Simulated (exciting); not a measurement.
# Ge K-edge absorption of LiGeN, all-electron BSE, part 3 of 3

Wanted: the near-edge spectrum and the bound core excitons at the Ge K edge of LiGeN.

exciting sodium; X-ray absorption, core-level Bethe-Salpeter equation, exchange and statically screened direct term, Tamm-Dancoff, all-electron LAPW+lo LDA.

So far. Step 6 (Exchange alone): Maxima (height): 6.3 eV (1.01). The spectrum is that of the independent-particle run within 1 %. Step 7 (Direct term alone): Maxima (height): 4.1 eV (1.00). The spectrum is that of the singlet run within 1 %.

## (9) A changed run

In this try the input is made faulty on purpose, to show what that does.

The input, input.xml:

```
<input>
  <title>LiGeN</title>
  <structure speciespath="." autormt="false" epslat="1.0e-5">
    <crystal>
      <basevect>5.6926271065 0.0000000000 0.0000000000</basevect>
      <basevect>-2.8463135532 4.9299596885 0.0000000000</basevect>
      <basevect>0.0000000000 0.0000000000 17.8001977489</basevect>
    </crystal>
    <species speciesfile="Ge.xml" rmt="2.127">
      <atom coord="0.0000000000 0.0000000000 0.9980230000"/>
      <atom coord="0.0000000000 0.0000000000 0.4980230000"/>
    </species>
    <species speciesfile="N.xml" rmt="1.542">
      <atom coord="0.6666666667 0.3333333333 0.1032230000"/>
      <atom coord="0.3333333333 0.6666666667 0.6032230000"/>
    </species>
    <species speciesfile="Li.xml" rmt="2.236">
      <atom coord="0.3333333333 0.6666666667 0.2433920000"/>
      <atom coord="0.6666666667 0.3333333333 0.7433920000"/>
    </species>
  </structure>
  <groundstate do="skip" xctype="LDA_PW" ngridk="5 5 2" rgkmax="7" gmaxvr="14" nempty="8" swidth="0.001" maxscl="100" epsengy="1e-5"/>
  <xs xstype="BSE" ngridk="5 5 2" ngridq="5 5 2" vkloff="0.097 0.273 0.493" rgkmax="7" nempty="6" gqmax="3" lmaxapwwf="5" lmaxemat="2" broad="0.03601" tevout="true">
    <energywindow intv="401.383 403.000" points="439"/>
    <screening screentype="full" nempty="53"/>
    <BSE xas="true" xasspecies="1" xasatom="1" xasedge="K" bsetype="singlet" nstlxas="1 2"/>
    <qpointset>
      <qpoint>0 0 0</qpoint>
    </qpointset>
    <plan>
      <doonly task="writepmatxs"/>
      <doonly task="scrcoulint"/>
      <doonly task="exccoulint"/>
    </plan>
  </xs>
</input>
```

The input, input.xml for the last start (plan only):

```
  <plan>
    <doonly task="bse"/>
  </plan>
```

Started as:

```console
> OMP_NUM_THREADS=1 mpirun -n 4 exciting
> OMP_NUM_THREADS=4 exciting
```

Numbers of over 12 decimals in the logs are rounded to 6 here.

What it wrote:

```text
| EXCITING SODIUM started for task writepmatxs ( 320)                          =
Info(writepmatxs): Momentum matrix elements finished
| EXCITING SODIUM started for task scrcoulint ( 440)                           =
Info(scrcoulintlauncher): Setting up screened Coulomb interaction matrix W.
Info(scrcoulintlauncher): Using momentum transfer vectors from list :   1 to  1
Info(scrcoulintlauncher): Calculating screened Coulomb interaction matrix W
Info(scrcoulintlauncher): Momentum transfer list index: iqmt=  1
[...]
Info(setup_bse_block): Setting up RR part of hamiltonian
Info(setup_bse_block): Singlet spin state
Info(bse): Diagonalizing RR Hamiltonian (TDA)
Info(bse): Invoking Lapack routine ZHEEVR
       200 eigen solutions found in the interval:
         i1=       1 i2=     200
Info(bse): Writing excition energies and oscillator strengths to text file.
Info(makespectrum_dist): Making spectrum using formula for coupling with time reversed AR basis.
Info(makespectrum_dist): Using formalism for vanishing momentum transfer.
Info(writederived): Writing quantities derived from the macroscopic dielectric function.
Info(bselauncher): Spectrum finished for iqmt=  1
Info(bselauncher): All done for BSE type singlet
```

It took 1.8 min on 4 MPI ranks of Arm Neoverse V2, shared host.

The input has a fault: far too few conduction bands in the BSE. Against the singlet run the r.m.s. difference is 93 %. The highest maximum lies at 0.0 eV (0.17), against 4.1 eV (1.00). The first bright state moves from -0.59 to -0.50 eV. Transitions to the missing bands are absent and can't mix into the lines that are left.

| E (eV) | first run | this run |
| --- | --- | --- |
| -8.0 | 0.03 | 0.00 |
| -7.0 | 0.03 | 0.00 |
| -6.0 | 0.04 | 0.01 |
| -5.0 | 0.05 | 0.01 |
| -4.0 | 0.07 | 0.01 |
| -3.0 | 0.11 | 0.02 |
| -2.0 | 0.21 | 0.04 |
| -1.0 | 0.46 | 0.11 |
| 0.0 | 0.65 | 0.17 |
| 1.0 | 0.68 | 0.15 |
| 2.0 | 0.77 | 0.10 |
| 3.0 | 0.89 | 0.05 |
| 4.0 | 1.00 | 0.02 |
| 5.0 | 0.90 | 0.01 |
| 6.0 | 0.63 | 0.01 |
| 7.0 | 0.48 | 0.01 |
| 8.0 | 0.45 | 0.00 |
| 9.0 | 0.43 | 0.00 |
| 10.0 | 0.40 | 0.00 |
| 11.0 | 0.33 | 0.00 |
| 12.0 | 0.27 | 0.00 |
| 13.0 | 0.26 | 0.00 |
| 14.0 | 0.26 | 0.00 |
| 15.0 | 0.28 | 0.00 |

## (10) From independent particles to the full kernel

| level | curve passes 0.15 (eV) | highest maximum (eV) | its height |
| --- | --- | --- | --- |
| IP | 0.0 | 6.3 | 1.01 |
| RPA | 0.0 | 6.3 | 1.01 |
| direct only | -2.4 | 4.1 | 1.00 |
| singlet | -2.4 | 4.1 | 1.00 |

| E (eV) | IP | RPA | direct only | singlet |
| --- | --- | --- | --- | --- |
| -8.0 | 0.01 | 0.01 | 0.03 | 0.03 |
| -7.0 | 0.02 | 0.02 | 0.03 | 0.03 |
| -6.0 | 0.02 | 0.02 | 0.04 | 0.04 |
| -5.0 | 0.02 | 0.02 | 0.05 | 0.05 |
| -4.0 | 0.03 | 0.03 | 0.07 | 0.07 |
| -3.0 | 0.04 | 0.04 | 0.11 | 0.11 |
| -2.0 | 0.06 | 0.06 | 0.21 | 0.21 |
| -1.0 | 0.09 | 0.09 | 0.46 | 0.46 |
| 0.0 | 0.16 | 0.16 | 0.65 | 0.65 |
| 1.0 | 0.27 | 0.27 | 0.68 | 0.68 |
| 2.0 | 0.33 | 0.33 | 0.77 | 0.77 |
| 3.0 | 0.43 | 0.43 | 0.89 | 0.89 |
| 4.0 | 0.56 | 0.56 | 1.00 | 1.00 |
| 5.0 | 0.76 | 0.76 | 0.90 | 0.90 |
| 6.0 | 0.99 | 0.99 | 0.63 | 0.63 |
| 7.0 | 0.86 | 0.86 | 0.48 | 0.48 |
| 8.0 | 0.67 | 0.67 | 0.45 | 0.45 |
| 9.0 | 0.61 | 0.61 | 0.43 | 0.43 |
| 10.0 | 0.59 | 0.59 | 0.40 | 0.40 |
| 11.0 | 0.56 | 0.56 | 0.33 | 0.33 |
| 12.0 | 0.48 | 0.48 | 0.27 | 0.27 |
| 13.0 | 0.38 | 0.38 | 0.26 | 0.26 |
| 14.0 | 0.33 | 0.33 | 0.26 | 0.26 |
| 15.0 | 0.33 | 0.33 | 0.28 | 0.28 |

## (11) What came out

```yaml
absorber_and_edge: Ge K, atom 1
surroundings: 3 N at 2.00 Å (pyramidal, site symmetry 3m)
first_bright_state: -0.59 eV from the Kohn–Sham onset, on this mesh
highest_maximum: 4.1 eV
cost_of_the_bse_run: 18 min on 4 MPI ranks of Arm Neoverse V2, shared host; the last task ran on as many threads
```

**Reading.** Is a core exciton bound? Yes on this mesh: the first bright state (over 5 % of the brightest) lies at -0.59 eV from the Kohn–Sham onset. Changing the half width (eV) from 0.98 to 0.24 alters the spectrum by 29 % r.m.s. Exchange alone changes the independent-particle spectrum by 0.0 % r.m.s. Leaving exchange out of the full kernel changes the spectrum by 0.0 % r.m.s. A mesh of 50 points doesn't converge binding energies, and fine structure above the first lines is partly noise of the mesh. Exchange and the short-range direct term aren't converged in the kernel cutoff. The zero comes from the shifted mesh, which comes near the band minimum without meeting it. The Kohn–Sham onset, 10934 eV, is no photon energy (tabulated edge of the element: 11103 eV): the scale needs a rigid shift. No quasiparticle correction widens the gap or stretches the bands. Vibrations and energy-dependent lifetimes are left out. The structure is a Materials Project entry, computed there, and may be a hypothetical form.

[Banner, clock and machine lines of the logs are left out without a mark of their own.]

[Logs are printed without paths, hosts, clocks, repeated set-up lines and the standing remarks that a program may print on its own settings, such as how far it seeks lower states.]

[Hosts, paths, dates, database ids (printed as entryN), source tags and the programs' standing remarks are cut or masked in the printed files.]
